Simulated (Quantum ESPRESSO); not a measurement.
# MoGe2N4, 1 layer, stepped through biaxial strain, part 4 of 7

What law, if any, do the results for MoGe2N4, 1 layer follow against biaxial strain?

Quantum ESPRESSO 7.5; plane-wave DFT, PBE, GBRV ultrasoft pseudopotentials.

So far. Step 2 (Relaxing cell and ions of the reference):  The last row is no step: it is a fresh SCF in the final cell with a new plane-wave basis, +1 meV from the row before. Step 3 (Relaxing the ions, -4 %): The relaxation lowers the energy by 13 meV an atom.

## Step 6: Band structure, -4 %

Bands along a path place the edges.

Contents of m0.bands.in:

```
&control
  prefix = 'm0.bands'
  outdir = './out'
  pseudo_dir = './pseudo'
  calculation = 'bands'
/
&system
  ibrav = 0
  nat = 7
  ntyp = 3
  ecutwfc = 40
  ecutrho = 200
  occupations = 'smearing'
  smearing = 'fd'
  degauss = 0.002
  nbnd = 37
/
&electrons
  conv_thr = 1e-07
  mixing_beta = 0.4
  electron_maxstep = 120
  mixing_mode = 'plain'
/
ATOMIC_SPECIES
  N   14.0070  n_pbe_v1.2.uspp.F.UPF
  Ge  72.6300  ge_pbe_v1.4.uspp.F.UPF
  Mo  95.9500  mo_pbe_v1.uspp.F.UPF
CELL_PARAMETERS angstrom
  2.89188192384000 0.00000000000000 0.00000000000000
  -1.44594096192000 2.50444321152000 0.00000000000000
  0.00000000000000 0.00000000000000 22.10909668000000
ATOMIC_POSITIONS crystal
  N   0.000000000000 0.000000000000 0.326954482200
  Ge  0.333333333300 0.666666666700 0.358685892300
  N   0.333333333300 0.666666666700 0.443574774400
  Mo  0.000000000000 0.000000000000 0.500000000000
  N   0.333333333300 0.666666666700 0.556425225600
  Ge  0.333333333300 0.666666666700 0.641314107700
  N   0.000000000000 0.000000000000 0.673045517800
K_POINTS crystal_b
4
  0.0000000000 0.0000000000 0.0000000000 12
  0.5000000000 0.0000000000 0.0000000000 12
  0.3333333333 0.3333333333 0.0000000000 12
  0.0000000000 0.0000000000 0.0000000000 1
```

Launch:

```sh
$ cp -r out/m0.scf.save out/m0.bands.save
$ cp out/m0.scf.xml out/m0.bands.xml
$ OMP_NUM_THREADS=1 mpirun -n 4 pw.x -nk 4 -in m0.bands.in > m0.bands.out
```

What it wrote:

```text
[banner, memory and clock lines left out]
Program PWSCF v.7.5 starts

          URL

     Atomic positions and unit cell read from directory:
     ./out/m0.bands.save/

     Message from routine setup:
     using ibrav=0 with symmetry is DISCOURAGED, use correct ibrav instead

     G-vector sticks info

     bravais-lattice index     =            0
     lattice parameter (alat)  =       5.4649  a.u.
     unit-cell volume          =    1080.5860 (a.u.)^3
     number of atoms/cell      =            7
     number of atomic types    =            3
     number of electrons       =        62.00
     number of Kohn-Sham states=           37
     kinetic-energy cutoff     =      40.0000  Ry
     charge density cutoff     =     200.0000  Ry
     Exchange-correlation= SLA  PW   PBE  PBE
                           (   1   4   3   4   0   0   0)

     celldm(1)=   5.464865  celldm(2)=   0.000000  celldm(3)=   0.000000
     celldm(4)=   0.000000  celldm(5)=   0.000000  celldm(6)=   0.000000

     crystal axes: (cart. coord. in units of alat)
               a(1) = (   1.000000   0.000000   0.000000 )
               a(2) = (  -0.500000   0.866025   0.000000 )
               a(3) = (   0.000000   0.000000   7.645228 )

     reciprocal axes: (cart. coord. in units 2 pi/alat)
               b(1) = (  1.000000  0.577350 -0.000000 )
               b(2) = (  0.000000  1.154701  0.000000 )
               b(3) = (  0.000000 -0.000000  0.130801 )

     PseudoPot. # 1 for N  read from file:
     ./pseudo/n_pbe_v1.2.uspp.F.UPF
     Pseudo is Ultrasoft + core correction, Zval =  5.0
     Generated by new atomic code, or converted to UPF format
     Using radial grid of  729 points,  4 beta functions with:
                l(1) =   0
                l(2) =   0
                l(3) =   1
                l(4) =   1
     Q(r) pseudized with  8 coefficients,  rinner =    0.900   0.900   0.900

     PseudoPot. # 2 for Ge read from file:
     ./pseudo/ge_pbe_v1.4.uspp.F.UPF
     Pseudo is Ultrasoft + core correction, Zval = 14.0
     Generated by new atomic code, or converted to UPF format
     Using radial grid of  873 points,  6 beta functions with:
                l(1) =   0
                l(2) =   0
                l(3) =   1
                l(4) =   1
                l(5) =   2
                l(6) =   2
     Q(r) pseudized with  8 coefficients,  rinner =    1.400   1.400   1.400
                                                       1.400   1.400

     PseudoPot. # 3 for Mo read from file:
     ./pseudo/mo_pbe_v1.uspp.F.UPF
     Pseudo is Ultrasoft + core correction, Zval = 14.0
     Generated by new atomic code, or converted to UPF format
     Using radial grid of  889 points,  6 beta functions with:
                l(1) =   0
                l(2) =   0
                l(3) =   1
                l(4) =   1
                l(5) =   2
                l(6) =   2
     Q(r) pseudized with  6 coefficients,  rinner =    1.000   1.000   1.000
                                                       1.000   1.000

     atomic species   valence    mass     pseudopotential
     N                 5.00    14.00700     N ( 1.00)
     Ge               14.00    72.63000     Ge( 1.00)
     Mo               14.00    95.95000     Mo( 1.00)

     12 Sym. Ops. (no inversion) found

   Cartesian axes

     site n.     atom                  positions (alat units)
         1        N      tau(   1) = (   0.0000000   0.0000000   2.4996416  )
         2        Ge     tau(   2) = (  -0.0000000   0.5773503   2.7422354  )
         3        N      tau(   3) = (  -0.0000000   0.5773503   3.3912303  )
         4        Mo     tau(   4) = (   0.0000000   0.0000000   3.8226140  )
         5        N      tau(   5) = (  -0.0000000   0.5773503   4.2539977  )
         6        Ge     tau(   6) = (  -0.0000000   0.5773503   4.9029926  )
         7        N      tau(   7) = (   0.0000000   0.0000000   5.1455864  )

     number of k points=    37  Fermi-Dirac smearing, width (Ry)=  0.0020
                       cart. coord. in units 2pi/alat
        k(    1) = (   0.0000000   0.0000000   0.0000000), wk =   0.0540541
        k(    2) = (   0.0416667   0.0240563   0.0000000), wk =   0.0540541
        k(    3) = (   0.0833333   0.0481125   0.0000000), wk =   0.0540541
        k(    4) = (   0.1250000   0.0721688   0.0000000), wk =   0.0540541
        k(    5) = (   0.1666667   0.0962250   0.0000000), wk =   0.0540541
        k(    6) = (   0.2083333   0.1202813   0.0000000), wk =   0.0540541
        k(    7) = (   0.2500000   0.1443376   0.0000000), wk =   0.0540541
        k(    8) = (   0.2916667   0.1683938   0.0000000), wk =   0.0540541
        k(    9) = (   0.3333333   0.1924501   0.0000000), wk =   0.0540541
        k(   10) = (   0.3750000   0.2165064   0.0000000), wk =   0.0540541
        k(   11) = (   0.4166667   0.2405626   0.0000000), wk =   0.0540541
        k(   12) = (   0.4583333   0.2646189   0.0000000), wk =   0.0540541
        k(   13) = (   0.5000000   0.2886751   0.0000000), wk =   0.0540541
        k(   14) = (   0.4861111   0.3127314   0.0000000), wk =   0.0540541
        k(   15) = (   0.4722222   0.3367877   0.0000000), wk =   0.0540541
        k(   16) = (   0.4583333   0.3608439   0.0000000), wk =   0.0540541
        k(   17) = (   0.4444444   0.3849002   0.0000000), wk =   0.0540541
        k(   18) = (   0.4305556   0.4089564   0.0000000), wk =   0.0540541
        k(   19) = (   0.4166667   0.4330127   0.0000000), wk =   0.0540541
        k(   20) = (   0.4027778   0.4570690   0.0000000), wk =   0.0540541
        k(   21) = (   0.3888889   0.4811252   0.0000000), wk =   0.0540541
        k(   22) = (   0.3750000   0.5051815   0.0000000), wk =   0.0540541
        k(   23) = (   0.3611111   0.5292377   0.0000000), wk =   0.0540541
        k(   24) = (   0.3472222   0.5532940   0.0000000), wk =   0.0540541
        k(   25) = (   0.3333333   0.5773503   0.0000000), wk =   0.0540541
        k(   26) = (   0.3055556   0.5292377   0.0000000), wk =   0.0540541
        k(   27) = (   0.2777778   0.4811252   0.0000000), wk =   0.0540541
        k(   28) = (   0.2500000   0.4330127   0.0000000), wk =   0.0540541
        k(   29) = (   0.2222222   0.3849002   0.0000000), wk =   0.0540541
        k(   30) = (   0.1944444   0.3367877   0.0000000), wk =   0.0540541
        k(   31) = (   0.1666667   0.2886751   0.0000000), wk =   0.0540541
        k(   32) = (   0.1388889   0.2405626   0.0000000), wk =   0.0540541
        k(   33) = (   0.1111111   0.1924501   0.0000000), wk =   0.0540541
        k(   34) = (   0.0833333   0.1443376   0.0000000), wk =   0.0540541
        k(   35) = (   0.0555556   0.0962250   0.0000000), wk =   0.0540541
[...]
-22.0305 -22.0302 -21.9765 -21.9764 -21.9330 -21.9330 -12.5543 -12.5518
   -11.6281 -11.5608  -7.1122  -6.9300  -3.5406  -3.4414  -3.0179  -2.2995
    -2.1740  -1.8384  -0.4030   0.3773   0.6454   0.7716   2.0556   5.6665
     6.1150   6.7099   7.2154   7.5316   8.6942

          k = 0.4167 0.4330 0.0000 (  4592 PWs)   bands (ev):

   -58.2178 -32.9164 -32.4059 -32.2344 -22.2952 -22.2952 -22.0456 -22.0456
   -22.0264 -22.0261 -21.9778 -21.9776 -21.9386 -21.9386 -12.4788 -12.4785
   -11.6211 -11.5387  -7.0234  -6.8511  -3.6627  -3.5390  -3.1290  -2.3979
    -2.3975  -1.8861  -0.3999   0.1714   0.6127   0.8841   2.1305   5.5218
     6.1546   6.6557   7.3154   7.7401   8.9534

          k = 0.4028 0.4571 0.0000 (  4586 PWs)   bands (ev):

   -58.2158 -32.8908 -32.4523 -32.2311 -22.2877 -22.2877 -22.0502 -22.0501
   -22.0215 -22.0212 -21.9792 -21.9790 -21.9447 -21.9447 -12.3977 -12.3946
   -11.6174 -11.5192  -6.9270  -6.7641  -3.9217  -3.7272  -3.1259  -2.6160
    -2.3947  -1.8696  -0.4216  -0.0871   0.6181   0.9890   2.2154   5.3710
     6.2015   6.5758   7.4127   7.8935   9.1986

          k = 0.3889 0.4811 0.0000 (  4604 PWs)   bands (ev):

   -58.2138 -32.8627 -32.5004 -32.2278 -22.2809 -22.2809 -22.0542 -22.0542
   -22.0161 -22.0157 -21.9807 -21.9805 -21.9512 -21.9511 -12.3116 -12.3064
   -11.6189 -11.5048  -6.8290  -6.6742  -4.1945  -4.0123  -3.0497  -2.8007
    -2.3297  -1.8183  -0.4641  -0.3602   0.6340   1.0800   2.3073   5.2208
     6.2570   6.5004   7.4850   7.9719   9.4138

          k = 0.3750 0.5052 0.0000 (  4596 PWs)   bands (ev):

   -58.2120 -32.8330 -32.5478 -32.2249 -22.2753 -22.2753 -22.0575 -22.0574
   -22.0103 -22.0098 -21.9820 -21.9818 -21.9577 -21.9577 -12.2250 -12.2190
   -11.6274 -11.4976  -6.7380  -6.5891  -4.4521  -4.2914  -2.9687  -2.9447
    -2.2268  -1.7484  -0.6277  -0.5219   0.6529   1.1531   2.3997   5.0812
     6.3177   6.4407   7.5302   7.9790   9.5872

          k = 0.3611 0.5292 0.0000 (  4596 PWs)   bands (ev):

   -58.2106 -32.8036 -32.5913 -32.2226 -22.2713 -22.2713 -22.0597 -22.0596
   -22.0047 -22.0041 -21.9827 -21.9826 -21.9642 -21.9641 -12.1445 -12.1399
   -11.6430 -11.4981  -6.6651  -6.5195  -4.6641  -4.5183  -3.0470  -2.9016
    -2.1090  -1.6740  -0.8669  -0.5860   0.6708   1.2061   2.4821   4.9651
     6.3751   6.4004   7.5526   7.9400   9.7126

          k = 0.3472 0.5533 0.0000 (  4604 PWs)   bands (ev):

   -58.2096 -32.7789 -32.6253 -32.2211 -22.2690 -22.2690 -22.0608 -22.0608
   -22.0006 -21.9999 -21.9817 -21.9817 -21.9702 -21.9701 -12.0814 -12.0806
   -11.6617 -11.5039  -6.6211  -6.4766  -4.8024  -4.6638  -3.1079  -2.8552
    -2.0103  -1.6129  -1.0429  -0.6410   0.6840   1.2382   2.5407   4.8874
     6.3788   6.4171   7.5596   7.8918   9.7880

          k = 0.3333 0.5774 0.0000 (  4620 PWs)   bands (ev):

   -58.2093 -32.7684 -32.6391 -32.2205 -22.2683 -22.2683 -22.0612 -22.0611
   -21.9993 -21.9985 -21.9796 -21.9796 -21.9740 -21.9738 -12.0569 -12.0550
   -11.6718 -11.5078  -6.6083  -6.4642  -4.8493  -4.7127  -3.1280  -2.8372
    -1.9729  -1.5875  -1.1083  -0.6646   0.6891   1.2488   2.5623   4.8603
     6.3726   6.4324   7.5600   7.8700   9.8129

          k = 0.3056 0.5292 0.0000 (  4588 PWs)   bands (ev):

   -58.2108 -32.7959 -32.5966 -32.2231 -22.2703 -22.2703 -22.0606 -22.0606
   -22.0021 -22.0014 -21.9867 -21.9867 -21.9630 -21.9629 -12.1780 -12.1702
   -11.6245 -11.4868  -6.6168  -6.4693  -4.6893  -4.5458  -3.0501  -2.9338
    -2.0273  -1.7001  -0.9230  -0.5555   0.6652   1.2071   2.4765   4.9530
     6.3873   6.3879   7.5723   7.9700   9.7209

          k = 0.2778 0.4811 0.0000 (  4604 PWs)   bands (ev):

   -58.2161 -32.8237 -32.5206 -32.2316 -22.2737 -22.2737 -22.0611 -22.0610
   -22.0071 -22.0067 -21.9923 -21.9923 -21.9502 -21.9501 -12.4950 -12.4858
   -11.5441 -11.4650  -6.5301  -6.3664  -4.3073  -4.1460  -3.1941  -2.8283
    -1.9987  -1.9609  -0.6122  -0.2916   0.6016   1.0880   2.2682   5.1197
     6.3507   6.4069   7.6264   8.2077   9.4947

          k = 0.2500 0.4330 0.0000 (  4606 PWs)   bands (ev):

   -58.2253 -32.8209 -32.4397 -32.2465 -22.2753 -22.2753 -22.0649 -22.0648
   -22.0120 -22.0117 -21.9943 -21.9942 -21.9415 -21.9415 -12.9299 -12.9286
   -11.5031 -11.4865  -6.2691  -6.0693  -3.8042  -3.6279  -3.4704  -2.5156
    -2.2199  -1.9027  -0.3587   0.0263   0.5447   0.9096   2.0249   5.2105
     6.3872   6.4009   7.7132   8.4338   9.2722

          k = 0.2222 0.3849 0.0000 (  4623 PWs)   bands (ev):

   -58.2383 -32.7816 -32.3611 -32.2677 -22.2733 -22.2732 -22.0724 -22.0723
   -22.0166 -22.0165 -21.9933 -21.9932 -21.9381 -21.9380 -13.4352 -13.4207
   -11.6174 -11.4581  -5.8640  -5.5890  -3.6743  -3.2306  -3.0501  -2.5656
    -1.9826  -1.8057  -0.2252   0.3451   0.5335   0.6995   1.8213   5.2194
     6.3459   6.3897   7.7951   8.5083   9.1183

          k = 0.1944 0.3368 0.0000 (  4631 PWs)   bands (ev):

   -58.2546 -32.7073 -32.2942 -32.2883 -22.2667 -22.2667 -22.0828 -22.0828
   -22.0237 -22.0237 -21.9897 -21.9897 -21.9385 -21.9384 -13.9502 -13.9234
   -11.7969 -11.4528  -5.4318  -4.9805  -3.7072  -2.7924  -2.5532  -2.5108
    -1.6761  -1.4855  -0.2056   0.4902   0.5084   0.6358   1.7397   5.2020
     6.2350   6.2782   7.8155   8.4658   8.8497

          k = 0.1667 0.2887 0.0000 (  4625 PWs)   bands (ev):

   -58.2731 -32.6039 -32.3242 -32.2233 -22.2559 -22.2558 -22.0948 -22.0947
   -22.0371 -22.0369 -21.9832 -21.9832 -21.9399 -21.9399 -14.4385 -14.4009
   -12.0202 -11.4640  -5.1772  -4.3406  -3.4353  -2.8000  -2.1403  -1.9368
    -1.3670  -0.9590  -0.2846   0.3144   0.3819   0.8801   1.8436   5.1948
     6.0875   6.1075   7.7037   8.3591   8.5606

          k = 0.1389 0.2406 0.0000 (  4619 PWs)   bands (ev):

   -58.2925 -32.4813 -32.3555 -32.1677 -22.2419 -22.2418 -22.1075 -22.1074
   -22.0575 -22.0571 -21.9741 -21.9741 -21.9406 -21.9405 -14.8762 -14.8293
   -12.2630 -11.4865  -5.1868  -3.8652  -2.8386  -2.5305  -1.8973  -1.3085
    -0.9069  -0.4520  -0.4355   0.1619   0.1995   1.0685   2.1041   5.2028
     5.9405   5.9689   7.4463   8.1490   8.2270

          k = 0.1111 0.1925 0.0000 (  4645 PWs)   bands (ev):

   -58.3112 -32.3858 -32.3520 -32.1222 -22.2260 -22.2258 -22.1201 -22.1199
   -22.0824 -22.0818 -21.9638 -21.9638 -21.9401 -21.9401 -15.2478 -15.1931
   -12.5012 -11.5154  -5.3406  -3.6750  -2.1293  -1.8887  -1.5759  -0.7341
    -0.6436  -0.5264  -0.0089  -0.0041   0.1707   1.1956   2.4291   5.2151
     5.8333   5.9189   7.1153   7.8148   7.8286

          k = 0.0833 0.1443 0.0000 (  4681 PWs)   bands (ev):

   -58.3278 -32.4125 -32.2303 -32.0870 -22.2097 -22.2094 -22.1320 -22.1318
   -22.1078 -22.1071 -21.9535 -21.9535 -21.9391 -21.9391 -15.5440 -15.4829
   -12.7131 -11.5458  -5.5339  -3.6183  -1.6164  -1.0913  -0.9813  -0.7992
    -0.5956  -0.2596   0.1739   0.2010   0.3764   1.2549   2.7171   5.2654
     5.7975   5.9470   6.7870   7.3397   7.4230

          k = 0.0556 0.0962 0.0000 (  4695 PWs)   bands (ev):

   -58.3408 -32.4334 -32.1306 -32.0620 -22.1944 -22.1938 -22.1427 -22.1427
   -22.1299 -22.1292 -21.9449 -21.9449 -21.9381 -21.9381 -15.7588 -15.6930
   -12.8797 -11.5724  -5.7076  -3.5980  -1.2969  -0.9352  -0.8269  -0.3313
    -0.2005   0.0825   0.3408   0.4249   0.6324   1.2362   2.8809   5.4206
     5.8425   6.0004   6.5132   6.8544   6.9645

          k = 0.0278 0.0481 0.0000 (  4703 PWs)   bands (ev):

   -58.3490 -32.4467 -32.0651 -32.0472 -22.1810 -22.1801 -22.1511 -22.1511
   -22.1465 -22.1460 -21.9391 -21.9391 -21.9374 -21.9374 -15.8889 -15.8200
   -12.9862 -11.5906  -5.8254  -3.5896  -1.0845  -1.0240  -0.9597   0.1962
     0.2824   0.3977   0.5787   0.5857   0.7846   1.1299   2.9056   5.6984
     5.9413   6.0409   6.3287   6.4487   6.4969

          k = 0.0000 0.0000 0.0000 (  4681 PWs)   bands (ev):

   -58.3519 -32.4512 -32.0422 -32.0422 -22.1738 -22.1723 -22.1545 -22.1545
   -22.1545 -22.1545 -21.9371 -21.9371 -21.9371 -21.9371 -15.9325 -15.8626
   -13.0228 -11.5970  -5.8669  -3.5873  -1.0585  -1.0053  -1.0053   0.3468
     0.3468   0.6395   0.6395   0.8337   0.8337   0.9757   2.8860   6.0173
     6.0547   6.0547   6.0775   6.2614   6.2614

     XML data file, pseudopotentials, collected wavefunctions

                                        0.00s GPU  (     292 calls)
```

Elapsed: 18 s, on 4 MPI ranks of Arm Neoverse V2, shared host; peak memory 0.34 GiB.

Numbers from this step:

| Property | Result |
| --- | --- |
| valence top, on the run's zero | 2.906 eV |
| gap by band count | 1.955 eV |

Band numbers count within the set of bands kept for display. The electronic bands at the labelled points (eV, zero at the highest filled level of the SCF mesh; v1 is the highest filled band, c1 the lowest empty one):

| point | v4 | v3 | v2 | v1 | c1 | c2 | c3 | c4 |
| --- | --- | --- | --- | --- | --- | --- | --- | --- |
| Γ | -2.06 | -2.06 | -1.92 | -0.01 | 3.12 | 3.16 | 3.16 | 3.18 |
| halfway | -3.00 | -2.67 | -2.03 | -0.85 | 2.36 | 2.99 | 3.07 | 4.59 |
| M | -2.48 | -2.43 | -1.69 | -1.05 | 2.90 | 3.32 | 3.33 | 3.95 |
| halfway | -2.73 | -2.29 | -2.01 | -0.77 | 2.62 | 3.26 | 3.76 | 4.42 |
| K | -3.56 | -2.21 | -1.65 | -0.34 | 1.96 | 3.47 | 3.53 | 4.66 |
| halfway | -2.58 | -2.52 | -2.02 | -1.06 | 2.30 | 3.19 | 3.21 | 4.81 |
| Γ | -2.06 | -2.06 | -1.92 | -0.01 | 3.12 | 3.16 | 3.16 | 3.18 |

Along this path the valence top lies near Γ and the conduction bottom at K.

[end of part 4 of 7]

[Logs are printed without paths, hosts, clocks, repeated set-up lines and the standing remarks that a program may print on its own settings, such as how far it seeks lower states.]

[Hosts, paths, dates, database ids (printed as entryN), source tags and the programs' standing remarks are cut or masked in the printed files.]

[Maps of the electrostatic potential energy from Ansatz leave out the sawtooth potential of an applied field or a dipole correction, so their vacuum need not be flat; planar profiles and work functions include it.]
